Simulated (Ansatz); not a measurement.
# Phonons of Li2Ta in the C11b ordering

The plan: relax Li2Ta in the C11b ordering, check its phonons, and, if the lattice is stable, compute its Eliashberg function and ρ(T).

Method: DFT PBE, scalar-relativistic, plane waves, PAW, in Ansatz 0.2.0.

The structure was built from a prototype and need not be the compound's stable phase.

### 1. Starting point

It takes space group I4/mmm (No. 139, tetragonal). Conventional cell: a = 3.432 Å, b = 3.432 Å, c = 10.296 Å, α = 90.00°, β = 90.00°, γ = 90.00°. Ta has 8 Li at 2.97 Å nearest. Nearest to Li lie 4 Ta at 2.97 Å and 4 Li at 2.97 Å. Farther neighbours are not listed.

### 2. Rough relaxation

Large forces or a large pressure at the start call for a first relaxation with loose thresholds.

The input, input.yaml:

```yaml
crystal:
  lattice:
    - [3.43209, 0.0, 0.0]
    - [0.0, 3.43209, 0.0]
    - [1.71604, 1.71604, 5.14813]
  atoms:
    - { symbol: Ta, position: [0.0, 0.0, 0.0] }
    - { symbol: Li, position: [0.66666667, 0.66666667, 0.66666667] }
    - { symbol: Li, position: [0.33333333, 0.33333333, 0.33333333] }
kpoints:
  mp_grid: { grid: [6, 6, 6] }
hamiltonian:
  xc: pbe
scf:
  occupations: { method: gaussian, width: 0.1 }
output:
  forces: true
  stress: true
  eigenvalues: true
relax:
  adjacent_minimum: "off"
  f_tol: 0.05
  max_steps: 80
  cell: { stress_tol: 0.5 }
```

Command:

```bash
ansatz run input.yaml --threads 4 --pin off --max-ram 8192MiB --backend cpu --events-out ev --progress --plain --runs-dir out
```

Numbers of over 12 decimals in the logs are rounded to 6 here.

The program printed:

```text
The last accepted step is kept in <dir> (removed where the run ends without a failure and the disk answers)
Engine: ansatz 0.2.0, aarch64-unknown-linux-gnu
Pseudopotentials: kind: paw
Pseudopotential: Ta, paw, valence charge 13, recommended cutoff 420 eV (normal), Ta.paw.azcp
Pseudopotential: Li, paw, valence charge 3, recommended cutoff 420 eV (normal), Li.paw.azcp
Functional definition: PBE
  parameter kappa = 0.804
  parameter beta = 0.066725
  exchange = pbe_x(kappa = kappa, mu = beta*pi^2/3)
  correlation = pbe_c(beta = beta)
Crystal: 3 atoms, lattice volume = 60.641 Å³
Basis set: ecut = 420 eV, 1185 PW (Γ), exchange–correlation on 48×48×80 points (8 copies of the dense FFT grid, shifted against one another)
Bands: 14, of which v1, the nominal top of the filled ones, is band 10 counted from 1 (9 counted from 0)
Symmetry: 16 space group operations
Space group: I4/mmm (ITA 139), of the structure as read, at distance tolerance 3.9e-5 Å
k-points: 30 of 216
Non-local potential: Ta, projectors of the file, l = 0: 3, l = 1: 2, l = 2: 2, l = 3: 1
Non-local potential: Li, projectors of the file, l = 0: 3, l = 1: 2, l = 2: 1
PAW form: soft (Blöchl's): semilocal exchange-correlation on the pseudo side does not see the compensation charge
PAW one-centre angular grid: Ta, 590 points (default); XC on 64 Gauss nodes
PAW one-centre angular grid: Li, 110 points (default); XC on 64 Gauss nodes
Initial density: superposition of atomic densities (neutral atoms: chi_scale 0, normalization atom), corrected by the library's trained network
Initial wavefunctions: pseudopotential atomic-orbital guess
Functional: x = pbe(κ = 0.804, μ = 0.219515), c = pbe(β = 0.066725)
SCF iter   1: F=—  HF=-10339.068739 eV  |F-HF|=—  |Δ(HF+E_count)|=         —  Δρ=5.87e-3  dr2=7.70e-2  ethr=1.77e-3  ⟨swp⟩=4.3  Hψ=1949  notcnv=0
preconditioner: auto → Kerker (q_TF=auto, 2.248 Å⁻¹)  [metal: Δε(μ)=0.023 eV  Ē_g=3.324 eV  σ=0.100 eV  W_gap=0.13  n_scr=10 (ndim 8)  ℏωp=12.6 eV  f_vac=0.000  D(μ)=2.78/eV (n_scr^D=32)]
SCF iter   2: F=—  HF=-10339.057322 eV  |F-HF|=—  |Δ(HF+E_count)|=   1.14e-2  Δρ=3.05e-3  dr2=2.19e-2  ethr=4.05e-4  ⟨swp⟩=1.0  Hψ=660  notcnv=0
SCF iter   3: F=—  HF=-10339.052311 eV  |F-HF|=—  |Δ(HF+E_count)|=   5.01e-3  Δρ=7.81e-4  dr2=1.33e-3  ethr=1.15e-4  ⟨swp⟩=1.3  Hψ=433  notcnv=0
SCF iter   4: F=—  HF=-10339.052027 eV  |F-HF|=—  |Δ(HF+E_count)|=   2.84e-4  Δρ=2.26e-4  dr2=4.94e-5  ethr=7.01e-6  ⟨swp⟩=1.9  Hψ=480  notcnv=0
SCF iter   5: F=—  HF=-10339.052002 eV  |F-HF|=—  |Δ(HF+E_count)|=   2.44e-5  Δρ=4.64e-5  dr2=2.06e-6  ethr=2.60e-7  ⟨swp⟩=2.1  Hψ=488  notcnv=0
SCF iter   6: F=-10339.052003 eV  HF=-10339.052003 eV  |F-HF|=1.72e-8  |Δ(HF+E_count)|=   7.75e-8  Δρ=9.17e-6  dr2=8.05e-8  ethr=5.26e-10  ⟨swp⟩=3.7  Hψ=1694  notcnv=0
SCF 1 converged in 6 iterations: F = -10339.052003 eV  dr2 = 8.05e-8
  greatest PAW one-centre occupation: 1.000 electrons in one spin orbital (limit 2), on the Li atom at site 2 (counted from 0), in its partial waves of l = 0
relax step   1: F+E_penalty+E_count = -10339.05200251 eV  Δ(F+E_penalty+E_count) = +0.000e0 eV  max|allowed force component| = 1.520e-1 eV/Å  Δτ_max = 0.0000 Å  P = -9.343 GPa  Ω = 60.641 Å³  (6 SCF iters, dr2 threshold 1.00e-7 eV, accepted)
Crystal: 3 atoms, lattice volume = 54.351 Å³
Basis set: ecut = 420 eV, 1053 PW (Γ), exchange–correlation on 48×48×80 points (8 copies of the dense FFT grid, shifted against one another)
Initial density: handed on by an earlier stage of this run
Initial wavefunctions: those handed on with the density
iter 1 solved again at ethr=1.51e-4 eV; its pass at ethr=3.10e-3 eV (dr2=2.87e-2 eV) is discarded
SCF iter   1: F=—  HF=-10339.480397 eV  |F-HF|=—  |Δ(HF+E_count)|=         —  Δρ=4.35e-3  dr2=2.90e-2  ethr=1.51e-4  ⟨swp⟩=1.0  Hψ=2596  notcnv=0
preconditioner: auto → Kerker (q_TF=auto, 2.290 Å⁻¹)  [metal: Δε(μ)=0.058 eV  Ē_g=3.714 eV  σ=0.100 eV  W_gap=0.32  n_scr=10 (ndim 8)  ℏωp=13.3 eV  f_vac=0.000  D(μ)=3.01/eV (n_scr^D=32)]
SCF iter   2: F=—  HF=-10339.474953 eV  |F-HF|=—  |Δ(HF+E_count)|=   5.44e-3  Δρ=1.80e-3  dr2=3.73e-3  ethr=1.51e-4  ⟨swp⟩=1.5  Hψ=441  notcnv=0
SCF iter   3: F=—  HF=-10339.474436 eV  |F-HF|=—  |Δ(HF+E_count)|=   5.17e-4  Δρ=5.37e-4  dr2=1.31e-4  ethr=1.96e-5  ⟨swp⟩=1.6  Hψ=456  notcnv=0
SCF iter   4: F=—  HF=-10339.474465 eV  |F-HF|=—  |Δ(HF+E_count)|=   2.83e-5  Δρ=7.01e-5  dr2=1.91e-6  ethr=6.92e-7  ⟨swp⟩=2.4  Hψ=669  notcnv=0
SCF iter   5: F=-10339.474465 eV  HF=-10339.474465 eV  |F-HF|=1.97e-8  |Δ(HF+E_count)|=   7.15e-7  Δρ=1.32e-5  dr2=6.61e-8  ethr=1.58e-9  ⟨swp⟩=5.2  Hψ=1828  notcnv=0
SCF 2 converged in 5 iterations: F = -10339.474465 eV  dr2 = 6.61e-8
relax step   2: F+E_penalty+E_count = -10339.47446536 eV  Δ(F+E_penalty+E_count) = -4.225e-1 eV  max|allowed force component| = 2.633e-1 eV/Å  Δτ_max = 0.0288 Å  P = -6.560 GPa  Ω = 54.351 Å³  energy of the carried Pulay correction = +5.826e-4 eV  (5 SCF iters, dr2 threshold 3.00e-7 eV, accepted)
Crystal: 3 atoms, lattice volume = 49.159 Å³
Basis set: ecut = 420 eV, 957 PW (Γ), exchange–correlation on 48×48×80 points (8 copies of the dense FFT grid, shifted against one another)
iter 1 solved again at ethr=1.13e-3 eV; its pass at ethr=3.10e-3 eV (dr2=2.16e-1 eV) is discarded
SCF iter   1: F=—  HF=-10339.830158 eV  |F-HF|=—  |Δ(HF+E_count)|=         —  Δρ=1.04e-2  dr2=2.14e-1  ethr=1.13e-3  ⟨swp⟩=1.0  Hψ=2750  notcnv=0
preconditioner: auto → Kerker (q_TF=auto, 2.329 Å⁻¹)  [metal: Δε(μ)=0.029 eV  Ē_g=4.070 eV  σ=0.100 eV  W_gap=0.16  n_scr=10 (ndim 8)  ℏωp=14.0 eV  f_vac=0.000  D(μ)=4.68/eV (n_scr^D=54)]
SCF iter   2: F=—  HF=-10339.798982 eV  |F-HF|=—  |Δ(HF+E_count)|=   3.12e-2  Δρ=4.23e-3  dr2=3.76e-2  ethr=1.13e-3  ⟨swp⟩=1.1  Hψ=423  notcnv=0
SCF iter   3: F=—  HF=-10339.792928 eV  |F-HF|=—  |Δ(HF+E_count)|=   6.05e-3  Δρ=1.28e-3  dr2=7.65e-4  ethr=1.98e-4  ⟨swp⟩=1.1  Hψ=430  notcnv=0
SCF iter   4: F=—  HF=-10339.792779 eV  |F-HF|=—  |Δ(HF+E_count)|=   1.49e-4  Δρ=2.66e-4  dr2=8.70e-5  ethr=4.03e-6  ⟨swp⟩=2.1  Hψ=564  notcnv=0
SCF iter   5: F=—  HF=-10339.792750 eV  |F-HF|=—  |Δ(HF+E_count)|=   2.96e-5  Δρ=6.34e-5  dr2=2.09e-6  ethr=4.58e-7  ⟨swp⟩=1.7  Hψ=461  notcnv=0
SCF iter   6: F=-10339.792750 eV  HF=-10339.792750 eV  |F-HF|=1.38e-7  |Δ(HF+E_count)|=   2.63e-8  Δρ=1.75e-5  dr2=2.61e-7  ethr=1.58e-9  ⟨swp⟩=5.7  Hψ=1927  notcnv=0
SCF 3 converged in 6 iterations: F = -10339.792750 eV  dr2 = 2.61e-7
[...]
relax step   9: F+E_penalty+E_count = -10340.41814031 eV  Δ(F+E_penalty+E_count) = -2.346e-2 eV  max|allowed force component| = 9.286e-3 eV/Å  Δτ_max = 0.0327 Å  P = +0.650 GPa  Ω = 49.686 Å³  energy of the carried Pulay correction = +1.058e-3 eV  (8 SCF iters, dr2 threshold 3.00e-7 eV, accepted)
relax step  10: F+E_penalty+E_count = -10340.42010406 eV  Δ(F+E_penalty+E_count) = -1.964e-3 eV  max|allowed force component| = 6.613e-3 eV/Å  Δτ_max = 0.0125 Å  P = -0.413 GPa  Ω = 50.913 Å³  energy of the carried Pulay correction = +9.289e-4 eV  (8 SCF iters, dr2 threshold 3.00e-7 eV, accepted)
relax step  11: F+E_penalty+E_count = -10340.43375730 eV  Δ(F+E_penalty+E_count) = -1.365e-2 eV  max|allowed force component| = 8.104e-3 eV/Å  Δτ_max = 0.0000 Å  P = -0.082 GPa  Ω = 50.913 Å³  stress off target by 6.49e-1 GPa  SCF on the basis re-selected at this cell (its energy is not comparable with the rows above)  (7 SCF iters)
relax step  12: F+E_penalty+E_count = -10340.43648017 eV  Δ(F+E_penalty+E_count) = -2.723e-3 eV  max|allowed force component| = 2.762e-3 eV/Å  Δτ_max = 0.0096 Å  P = +0.059 GPa  Ω = 51.192 Å³  energy of the carried Pulay correction = -3.384e-5 eV  (6 SCF iters, dr2 threshold 3.00e-7 eV, accepted)
relax step  13: F+E_penalty+E_count = -10340.43956381 eV  Δ(F+E_penalty+E_count) = -3.084e-3 eV  max|allowed force component| = 1.277e-1 eV/Å  Δτ_max = 0.0122 Å  P = -0.298 GPa  Ω = 52.119 Å³  energy of the carried Pulay correction = -1.442e-4 eV  (6 SCF iters, dr2 threshold 3.00e-7 eV, accepted)
relax step  14: F+E_penalty+E_count = -10340.44901111 eV  Δ(F+E_penalty+E_count) = -9.447e-3 eV  max|allowed force component| = 1.289e-1 eV/Å  Δτ_max = 0.0726 Å  P = +0.460 GPa  Ω = 53.216 Å³  energy of the carried Pulay correction = -2.722e-4 eV  (8 SCF iters, dr2 threshold 3.00e-7 eV, accepted)
relax step  15: F+E_penalty+E_count = -10340.45651125 eV  Δ(F+E_penalty+E_count) = -7.500e-3 eV  max|allowed force component| = 1.057e-2 eV/Å  Δτ_max = 0.0223 Å  P = +0.110 GPa  Ω = 54.059 Å³  energy of the carried Pulay correction = -3.698e-4 eV  (6 SCF iters, dr2 threshold 3.00e-7 eV, accepted)
relax step  16: F+E_penalty+E_count = -10340.45000871 eV  Δ(F+E_penalty+E_count) = +6.503e-3 eV  max|allowed force component| = 1.210e-1 eV/Å  Δτ_max = 0.0365 Å  P = -0.375 GPa  Ω = 53.139 Å³  energy of the carried Pulay correction = -2.635e-4 eV  (6 SCF iters, dr2 threshold 3.00e-7 eV, rejected (line search))
relax step  17: F+E_penalty+E_count = -10340.45789276 eV  Δ(F+E_penalty+E_count) = -1.382e-3 eV  max|allowed force component| = 2.283e-3 eV/Å  Δτ_max = 0.0007 Å  P = -0.103 GPa  Ω = 53.837 Å³  energy of the carried Pulay correction = -3.436e-4 eV  (7 SCF iters, accepted)
Basis set: ecut = 420 eV, 1061 PW (Γ), exchange–correlation on 36×36×108 points (8 copies of the dense FFT grid, shifted against one another)
iter 1 solved again at ethr=1.02e-7 eV; its pass at ethr=3.10e-3 eV (dr2=1.93e-5 eV) is discarded
SCF iter   1: F=—  HF=-10340.458377 eV  |F-HF|=—  |Δ(HF+E_count)|=         —  Δρ=4.09e-4  dr2=3.09e-6  ethr=1.02e-7  ⟨swp⟩=3.0  Hψ=3083  notcnv=0
preconditioner: auto → none  [metal: Δε(μ)=0.030 eV  Ē_g=4.581 eV  σ=0.100 eV  W_gap=0.17  n_scr=4 (ndim 8)  ℏωp=13.4 eV  f_vac=0.000  D(μ)=2.96/eV (n_scr^D=30)]
SCF iter   2: F=—  HF=-10340.458692 eV  |F-HF|=—  |Δ(HF+E_count)|=   3.15e-4  Δρ=2.04e-4  dr2=7.95e-7  ethr=1.63e-8  ⟨swp⟩=2.0  Hψ=654  notcnv=0
SCF iter   3: F=—  HF=-10340.458800 eV  |F-HF|=—  |Δ(HF+E_count)|=   1.08e-4  Δρ=1.84e-5  dr2=7.46e-7  ethr=4.18e-9  ⟨swp⟩=2.0  Hψ=682  notcnv=0
SCF iter   4: F=—  HF=-10340.458800 eV  |F-HF|=—  |Δ(HF+E_count)|=   4.08e-7  Δρ=4.74e-6  dr2=6.89e-9  ethr=3.93e-9  ⟨swp⟩=1.1  Hψ=422  notcnv=0
iter 5 did not close the SCF: its close was put off for the readings that it lacked (scf_convergence_deferred on its scf_iter line)
SCF iter   5: F=-10340.458800 eV  HF=-10340.458800 eV  |F-HF|=6.73e-11  |Δ(HF+E_count)|=   4.39e-8  Δρ=7.40e-7  dr2=4.97e-10  ethr=3.63e-11  ⟨swp⟩=2.4  Hψ=604  notcnv=0
SCF iter   6: F=-10340.458800 eV  HF=-10340.458800 eV  |F-HF|=1.82e-11  |Δ(HF+E_count)|=  4.15e-10  Δρ=2.10e-7  dr2=6.11e-11  ethr=2.62e-12  ⟨swp⟩=2.1  Hψ=1257  notcnv=0
SCF 18 converged in 6 iterations: F = -10340.458800 eV  dr2 = 6.11e-11
relax step  18: F+E_penalty+E_count = -10340.45880046 eV  Δ(F+E_penalty+E_count) = -9.077e-4 eV  max|allowed force component| = 2.162e-3 eV/Å  Δτ_max = 0.0000 Å  P = -0.091 GPa  Ω = 53.837 Å³  stress off target by 1.85e-1 GPa  SCF on the basis re-selected at this cell (its energy is not comparable with the rows above)  (6 SCF iters)
basis re-selected at this cell: Δ(F+E_penalty+E_count) = -9.077e-4 eV, ΔP = +0.012 GPa vs the last step (what re-selecting the basis moved, of the pressure what is left beyond the Pulay correction that the steps carried, after the strain that the cell walked since its last selection, with what the two solves' SCF thresholds leave and, on support functions, any second-order correction that the steps lacked; it is no measure of the basis error at this ecutwfc). The dense FFT grid was sized anew with the basis: this SCF ran on 18×18×54 points, the steps before it on 20×20×48, so part of this shift can come from that change (see relax.cell in the input reference). [rest of the remark cut]
SCF converged after 6 iterations
Free energy (F): -10340.458800 eV
Harris-Foulkes:  -10340.458800 eV  (|F-HF|=1.82e-11)
Internal energy: -10340.444021 eV  (E = F + TS)
E sigma→0 (E₀):  -10340.451411 eV
Entropy (-TS):   -0.014780 eV (-4.927 meV/atom)
Fermi energy:    7.080989 eV
--- Per-component energies (eV) ---
  E_band       = -400.498967
  E_kinetic    = 408.402311
  E_local      = -1775.947150  (includes V_loc(G=0)·N_el)
  E_nonlocal   = -50.439692
  E_hartree    = 692.435305
  E_xc         = -238.090042
  E_vxc        = -229.322116  (∫ρ·V_xc dr)
  E_paw        = -8438.668047  (= ΣΔE_a)
  E_vpaw       = -138.063371  (= ΣTr[D̂ρ^β])
  E_aug_tail   = 0.000183  (compensation charges beyond the density's cutoff)
  E_ewald      = -938.136888
  E_smearing   = -0.014780  (= −TS)
  E_closure    = 0.000000  (closes the sum)
  Σ components = -10340.458800   (vs F -10340.458800, Δ=0.00e0)
--- Forces (eV/Å), atoms counted from 1 ---
  atom   1  Ta     0.00000000    -0.00000000     0.00000000
  atom   2  Li     0.00000000     0.00000000    -0.00216182
  atom   3  Li    -0.00000000    -0.00000000     0.00216182
  max |Σ_I F_I| component: 0.00e0 eV/Å
--- Stress (GPa, compression-positive) ---
       -0.185208       0.000000      -0.000000
        0.000000      -0.185208      -0.000000
       -0.000000      -0.000000       0.098196
  P = ⅓ Tr σ = -0.0907 GPa (-0.907 kbar)
--- Band table (eV; the first three rows and the last of 30) ---
  k-point 0: bands = [... 6 lower, 0.7986, 4.2074, 4.5577, 5.4409, 6.4803, 11.2215, 11.2215, 12.9187]
  k-point 1: bands = [... 6 lower, 0.8041, 4.1776, 4.5577, 5.3698, 6.6301, 11.2221, 11.2221, 12.7096]
  k-point 2: bands = [... 6 lower, 0.8152, 4.1171, 4.5576, 5.2698, 6.8954, 11.2233, 11.2233, 12.3357]
  k-point 29: bands = [... 6 lower, 3.2367, 6.3824, 6.4002, 9.2297, 10.7671, 11.1703, 12.6620, 13.6032]
--- Relaxed structure (16 steps of the walk, 15 accepted, 2 SCFs on fresh bases) ---
  F+E_penalty+E_count = -10340.45880046 eV   max|allowed force component| = 2.162e-3 eV/Å   (the final SCF, on the basis selected at the relaxed cell)
  cell:  # Å, volume = 53.8373 Å³
    - [2.686914, -3.167134909584396e-13, 1.3048007942459067e-6]
    - [-3.1671349091441387e-13, 2.686914, 1.304800794301706e-6]
    - [1.343453, 1.343453, 7.457202]
  atoms:
    - { symbol: Ta, position: [-2.386820916434901e-19, -2.386830607192949e-19, 4.773626393084336e-19] }
    - { symbol: Li, position: [0.662236, 0.662236, 0.675529] }
    - { symbol: Li, position: [0.337764, 0.337764, 0.324471] }
```

Elapsed: 7.8 s, on 4 threads of Arm Neoverse V2, shared host; peak memory 0.34 GiB.

Step by step:

```csv
step,energy less that of the first step (eV),largest force component (eV/Å),pressure (GPa),volume (Å³)
1,0.0000,0.1520,-9.34,60.64
2,-0.4225,0.2633,-6.56,54.35
3,-0.7407,0.1938,-2.95,49.16
4,-1.0021,0.0202,0.25,45.88
5,-1.1172,0.2229,1.59,45.12
6,-1.2169,0.0004,2.72,45.53
7,-1.2911,0.0470,2.41,46.51
8,-1.3427,0.0155,1.09,48.35
9,-1.3661,0.0093,0.65,49.69
10,-1.3681,0.0066,-0.41,50.91
11*,-1.3818,0.0081,-0.08,50.91
12,-1.3845,0.0028,0.06,51.19
13,-1.3876,0.1277,-0.30,52.12
14,-1.3970,0.1289,0.46,53.22
15,-1.4045,0.0106,0.11,54.06
16,-1.3980,0.1210,-0.38,53.14
17,-1.4059,0.0023,-0.10,53.84
18*,-1.4068,0.0022,-0.09,53.84
```

Relaxation steps marked * repeat the geometry before them on a plane-wave basis chosen anew for their cell, so energy and pressure can jump there. Relaxation step 16 was tried and not accepted.

Forces are held to the 16 operations that the run works with; a distortion that breaks them can't arise in this run.

```csv
cell as run,before,after,change
a (Å),3.432,2.687,-21.7 %
b (Å),3.432,2.687,-21.7 %
c (Å),5.691,7.695,+35.2 %
α (°),72.45,79.95,+10.3 %
β (°),72.45,79.95,+10.3 %
volume (Å³/atom),20.21,17.95,-11.2 %
```

The atoms that moved most (Å, as changes of fractional coordinates times the final cell):

```csv
atom,dx,dy,dz,length
Li3,0.000,0.000,-0.066,0.066
Li2,0.000,0.000,0.066,0.066
```

The relaxed structure:

```cif
data_structure
_symmetry_space_group_name_H-M 'P 1'
_symmetry_Int_Tables_number 1
_cell_length_a 2.6869
_cell_length_b 2.6869
_cell_length_c 7.6954
_cell_angle_alpha 79.946
_cell_angle_beta 79.946
_cell_angle_gamma 90.000
_cell_volume 53.84
loop_
_atom_site_label
_atom_site_type_symbol
_atom_site_fract_x
_atom_site_fract_y
_atom_site_fract_z
_atom_site_occupancy
Ta1 Ta 0.00000 0.00000 0.00000 1
Li2 Li 0.66224 0.66224 0.67553 1
Li3 Li 0.33776 0.33776 0.32447 1
```

Numbers from this step:

```
pressure          : -0.09074 GPa
volume per atom   : 17.95 Å³
metallic on mesh  : yes
gap on the k-mesh : 0 eV
```

The largest force is now 0.0022 eV/Å and the largest stress component 0.19 GPa.

(Part 1 of 3 ends here.)

[Logs are printed without paths, hosts, clocks, repeated set-up lines and the standing remarks that a program may print on its own settings, such as how far it seeks lower states.]

[Hosts, paths, dates, database ids (printed as entryN), source tags and the programs' standing remarks are cut or masked in the printed files.]
